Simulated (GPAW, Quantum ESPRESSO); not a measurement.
# Cu K-edge XANES of ZnCu (Pm-3m), part 2 of 2

Do two independent programs agree on the Cu K edge of ZnCu (Pm-3m)? The same cell and functional are run with XSpectra and with GPAW.

Quantum ESPRESSO 7.5 and GPAW 26.7.0; core-hole supercells, plane-wave PAW LDA.

So far. Step 8 (The field without a hole (GPAW)): The mesh shows no gap, so the system is treated as a metal and the core electron is put at the Fermi level (neutral cell). Step 9 (Spectrum without a core hole, Cu atom 2 (GPAW)): Main maxima below 30 eV (height): 7.8 eV (0.99) and 15.8 eV (1.75). 

**11. Spectrum with XCH, Cu atom 2 (GPAW)**

The holes are 6.6 Å apart. The excited electron is kept in the cell, where it fills the lowest empty states and screens the hole. After the field has converged, empty bands are computed with the density fixed and the dipole matrix elements are summed.

File xas.py:

```python
import numpy as np
from ase import Atoms
from ase.parallel import parprint, paropen
from gpaw import GPAW, PW, FermiDirac, Mixer, MixerDif, setup_paths
from gpaw.test import gen
setup_paths.insert(0, '.')
gen('Cu', name='fch1s', xcname='LDA', corehole=(1, 0, 1), write_xml=True)
from gpaw.mpi import world
world.barrier()

atoms = Atoms('Zn9Cu9',
    cell=[[2.945, 0, 5.89],
     [-5.89, 2.945, 0],
     [0, -5.89, 2.945]],
    scaled_positions=[[0.38888889, 0.94444444, 0.72222222],
     [0.83333333, 0.16666667, 0.83333333],
     [0.72222222, 0.61111111, 0.05555556],
     [0.61111111, 0.05555556, 0.27777778],
     [0.27777778, 0.38888889, 0.94444444],
     [0.5, 0.5, 0.5],
     [0.16666667, 0.83333333, 0.16666667],
     [0.05555556, 0.27777778, 0.38888889],
     [0.94444444, 0.72222222, 0.61111111],
     [0, 0, 0],
     [0.44444444, 0.22222222, 0.11111111],
     [0.33333333, 0.66666667, 0.33333333],
     [0.22222222, 0.11111111, 0.55555556],
     [0.88888889, 0.44444444, 0.22222222],
     [0.11111111, 0.55555556, 0.77777778],
     [0.77777778, 0.88888889, 0.44444444],
     [0.66666667, 0.33333333, 0.66666667],
     [0.55555556, 0.77777778, 0.88888889]],
    pbc=True)
atoms.calc = calc = GPAW(legacy_gpaw=True, mode=PW(500, force_complex_dtype=True), xc='LDA', setups={9: 'fch1s'},
    kpts={'size': (4, 4, 4), 'gamma': True}, occupations=FermiDirac(0.1),
    charge=-1, mixer=Mixer(0.1, 5, 50), maxiter=150,
    convergence={'density': 0.0001, 'eigenstates': 1e-6}, txt='scf.txt')
energy = atoms.get_potential_energy() + calc.get_reference_energy()
ef = calc.get_fermi_level()
out = dict(energy=energy, fermi=ef, forces=atoms.get_forces().tolist())
parprint(f'all-electron energy {energy:.4f} eV, Fermi level {ef:.4f} eV')
ev = np.array([[calc.get_eigenvalues(k, s) for k in range(len(calc.get_ibz_k_points()))] for s in range(calc.get_number_of_spins())])
out['homo'], out['lumo'], out['counts'] = ev[ev < ef].max(), ev[ev > ef].min(), sorted(set((ev < ef).sum((0, 2)).tolist()))
out['filled'] = (ev[:, 0] < ef).sum(1).tolist()

from ase.units import Ha
from gpaw.xas import dipole_matrix_elements
nb = int(calc.get_number_of_electrons() / 2) + 139
top, nb = nb, nb + 8 + nb // 12
nscf = calc.fixed_density(kpts={'size': (5, 5, 5), 'gamma': True}, nbands=nb,
    convergence={'bands': top, 'eigenstates': 5e-3}, maxiter=60, txt='nscf.txt')
cell = atoms.cell.array
ops = [cell.T @ U.T @ np.linalg.inv(cell.T) for U in nscf.wfs.kd.symmetry.op_scc]
E = np.arange(-6, 34, 0.1)
fwhm = np.interp(E, [4, 25], [1.55, 3.5])
Y, X, zero, highest = 0, 0, 1e9, 1e9
for spin in range(nscf.get_number_of_spins()):
    wfs = nscf.wfs
    mine = wfs.bd.get_slice()  # this rank's bands
    A = dipole_matrix_elements(wfs.setups[9])
    eps = np.zeros((wfs.kd.nibzkpts, nb))
    d = np.zeros((3, A.shape[1], wfs.kd.nibzkpts, nb), complex)
    for kpt in wfs.kpt_u:
        if kpt.s == spin and 9 in kpt.P_ani:
            eps[kpt.k, mine] = kpt.eps_n * Ha
            d[:, :, kpt.k, mine] = (kpt.weight * wfs.nspins / 2) ** 0.5 * np.inner(A, kpt.P_ani[9])
    world.sum(eps)
    world.sum(d)
    T = np.einsum('amkn,bmkn->abkn', d, d.conj()).real
    T = sum(np.einsum('ai,ijkn,bj->abkn', R, T, R) for R in ops) / len(ops)
    empty = eps > ef
    zero, highest = min(zero, eps[empty].min()), min(highest, eps[:, top - 1].min())
    lines = [(eps, T, empty)] if spin == 0 else lines + [(eps, T, empty)]
for eps, T, empty in lines:
    f = np.einsum('aakn->akn', T).reshape(3, -1)
    x = eps.ravel() - zero
    w = np.interp(x, E, fwhm) / 2.35482
    g = np.exp(-0.5 * ((E[:, None] - x) / w) ** 2) / (w * (2 * np.pi) ** 0.5)
    Y = Y + (f * empty.ravel()) @ g.T
    X = X + (f * ~empty.ravel()) @ g.T
out.update(E=E.round(2).tolist(), xas=Y.tolist(), xes=X.tolist(), zero=zero, valid=highest - zero, nk=len(eps), nb=nb)
for i in range(0, len(E), 10):
    parprint(f'{E[i]:7.2f}', *(f'{v:10.3e}' for v in Y[:, i]))
import json
with paropen('out.json', 'w') as f:
    json.dump(out, f)
```

On the command line:

```console
> OMP_NUM_THREADS=1 mpirun -n 4 gpaw python xas.py
```

Wall time 4.8 min (4 MPI ranks of Arm Neoverse V2, shared host); peak memory 0.72 GiB; 19 min of CPU time.

The Cu K spectrum, Cu atom 2, excited-electron core hole (neutral cell) (energy from the lowest empty level; intensity scaled to a mean of 1 over the first 20 eV):

| E (eV) | intensity |
| --- | --- |
| -2.00 | 0.00 |
| -1.25 | 0.02 |
| -0.50 | 0.12 |
| 0.25 | 0.32 |
| 1.00 | 0.41 |
| 1.75 | 0.40 |
| 2.50 | 0.50 |
| 3.25 | 0.67 |
| 4.00 | 0.75 |
| 4.75 | 0.82 |
| 5.50 | 0.98 |
| 6.25 | 1.02 |
| 7.00 | 0.97 |
| 7.75 | 1.02 |
| 8.50 | 1.07 |
| 9.25 | 1.03 |
| 10.00 | 1.01 |
| 10.75 | 1.07 |
| 11.50 | 1.16 |
| 12.25 | 1.24 |
| 13.00 | 1.34 |
| 13.75 | 1.47 |
| 14.50 | 1.59 |
| 15.25 | 1.61 |
| 16.00 | 1.49 |
| 16.75 | 1.28 |
| 17.50 | 1.06 |
| 18.25 | 0.89 |
| 19.00 | 0.78 |
| 19.75 | 0.73 |
| 20.50 | 0.73 |
| 21.25 | 0.77 |
| 22.00 | 0.83 |
| 22.75 | 0.89 |
| 23.50 | 0.94 |
| 24.25 | 0.97 |
| 25.00 | 0.97 |
| 25.75 | 0.97 |
| 26.50 | 0.95 |
| 27.25 | 0.95 |
| 28.00 | 0.95 |
| 28.75 | 0.98 |
| 29.50 | 1.01 |
| 30.25 | 1.06 |
| 31.00 | 1.10 |

Main maxima below 30 eV (height): 6.0 eV (1.03), 8.4 eV (1.07), 15.0 eV (1.62) and 24.8 eV (0.97). 

The total-energy difference is 8991.75 eV. With the free-atom term of -29.79 eV for this edge, the photon energy is 8961.96 eV.

**12. The two programs side by side**

The line shapes differ (Lorentzian half width 0.78 eV up to 4 eV, rising linearly to 1.75 eV at 25 eV (not a setting of the program: the run's 0.4 eV curve was folded afterwards with a further Lorentzian), against Gaussian full width 1.55 eV up to 4 eV, rising linearly to 3.5 eV at 25 eV), so both get a further Gaussian of 1.5 eV full width before they are compared; the Lorentzian tails remain.

```csv
E (eV),XSpectra,GPAW
-2.00,0.10,0.01
-1.25,0.14,0.05
-0.50,0.21,0.15
0.25,0.31,0.28
1.00,0.39,0.38
1.75,0.46,0.43
2.50,0.55,0.52
3.25,0.65,0.65
4.00,0.74,0.75
4.75,0.82,0.84
5.50,0.91,0.95
6.25,0.97,0.99
7.00,0.99,1.00
7.75,0.99,1.02
8.50,1.03,1.04
9.25,1.08,1.04
10.00,1.11,1.04
10.75,1.12,1.08
11.50,1.16,1.16
12.25,1.24,1.25
13.00,1.35,1.35
13.75,1.43,1.47
14.50,1.45,1.56
15.25,1.42,1.57
16.00,1.37,1.46
16.75,1.27,1.27
17.50,1.16,1.07
18.25,1.04,0.91
19.00,0.96,0.80
19.75,0.92,0.75
20.50,0.91,0.74
21.25,0.93,0.78
22.00,0.97,0.83
22.75,1.01,0.89
23.50,1.04,0.94
24.25,1.06,0.96
25.00,1.06,0.97
25.75,1.06,0.96
26.50,1.07,0.96
27.25,1.10,0.95
28.00,1.12,0.96
28.75,1.13,0.98
29.50,1.14,1.02
30.25,1.16,1.05
31.00,1.20,1.09
```

```csv
,XSpectra,GPAW
k mesh of the spectrum,4×4×4,5×5×5
cutoff (eV),830,500
"highest intensity below 24 eV after the common broadening, eV (height)",14.4 (1.45),15.0 (1.58)
"zero, corrected photon energy (eV)",8966.2,8962.0
"core time, hole field and spectrum",63 min,19 min
```

**13. With and without the hole**

XSpectra's curves. Both curves are counted from their own zero, so only the shift of weight within the empty states shows.

```csv
E (eV),no hole,XCH
-2.0,0.08,0.09
-1.0,0.12,0.14
0.0,0.22,0.28
1.0,0.37,0.39
2.0,0.41,0.47
3.0,0.50,0.63
4.0,0.65,0.74
5.0,0.74,0.84
6.0,0.84,0.98
7.0,0.90,0.99
8.0,0.96,0.98
9.0,0.99,1.07
10.0,1.03,1.12
11.0,1.06,1.12
12.0,1.19,1.20
13.0,1.25,1.36
14.0,1.40,1.46
15.0,1.62,1.45
16.0,1.59,1.38
17.0,1.43,1.24
18.0,1.29,1.07
19.0,1.16,0.94
20.0,1.08,0.90
21.0,1.02,0.91
22.0,1.02,0.97
23.0,1.06,1.03
24.0,1.15,1.06
25.0,1.19,1.06
26.0,1.18,1.06
27.0,1.16,1.09
28.0,1.16,1.13
29.0,1.22,1.13
30.0,1.28,1.14
31.0,1.32,1.20
32.0,1.36,1.25
```

With each curve scaled to its own mean, the area from −2 to 6 eV with the hole is 4.0 against 3.5, and the centre of weight from −1 to 20 eV moves by -0.6 eV: the hole pulls the absorber's empty states down.

**14. Runs not followed above**

These runs aren't followed: redraws of a spectrum that repeat one shown, runs with a planted fault or a state judged unsound, or a program's part that gave no sound spectrum.

| program | step | status | elapsed |
| --- | --- | --- | --- |
| Quantum ESPRESSO | no core hole, redrawn | converged | 3.7 s |
| Quantum ESPRESSO | spectrum with XCH, redrawn | converged | 1.2 s |

**15. What came out**

| Property | Result |
| --- | --- |
| absorber and edge | Cu K, atom 2 of the ground-state input (counted from 1) |
| surroundings | 8 Zn at 2.55 Å and 6 Cu at 2.94 Å (cube and octahedron, as in bcc, site symmetry m-3m) |
| highest intensity below 24 eV (XSpectra, narrow line) | 14.2 eV above the zero, height 1.46 |
| photon energy of the zero, with the added terms | 8966.2 eV (raw 8996.0 eV; LDA puts this hole about 18 eV below PBE, itself good to a few eV) |

What this shows: The two programs agree closely: 5 % r.m.s. remains over the first 14 eV after a relative shift of 0.0 eV, and their photon-energy zeros differ by 4.2 eV. An offset of the zeros of this size is more than meshes or line shapes can give; the atomic core treatment of the two data sets is the likely place. In XSpectra the Cu K edge of atom 2, with 8 Zn at 2.55 Å and 6 Cu at 2.94 Å (cube and octahedron, as in bcc, site symmetry m-3m), has its highest intensity of the first 24 eV at 14.2 eV above the zero, near 8980 eV in photon energy (LDA puts this hole about 18 eV below PBE, itself good to a few eV), 1.5 times the mean level of the first 20 eV (Lorentzian half width 0.78 eV up to 4 eV, rising linearly to 1.75 eV at 25 eV (not a setting of the program: the run's 0.4 eV curve was folded afterwards with a further Lorentzian)). In XSpectra: With each curve scaled to its own mean, the area from −2 to 6 eV with the hole is 4.0 against 3.5, and the centre of weight from −1 to 20 eV moves by -0.6 eV: the hole pulls the absorber's empty states down. In GPAW: With each curve scaled to its own mean, the area from −2 to 6 eV with the hole is 3.9 against 3.3, and the centre of weight from −1 to 20 eV moves by -0.6 eV: the hole pulls the absorber's empty states down. 3 further runs of this session are left out of this account as redundant. The structure is a published determination, not relaxed.

[Logs are printed without paths, hosts, clocks, repeated set-up lines and the standing remarks that a program may print on its own settings, such as how far it seeks lower states.]

[Hosts, paths, dates, database ids (printed as entryN), source tags and the programs' standing remarks are cut or masked in the printed files.]

[Lists of maxima count a maximum above −3 eV only where it reaches 4 % of the highest in the window and stands out from its surroundings by 2 % of it (1.5 % where it reaches 55 %); shoulders and weaker maxima are passed over, and of the rest the first, up to two pre-edge ones and the few strongest are named.]
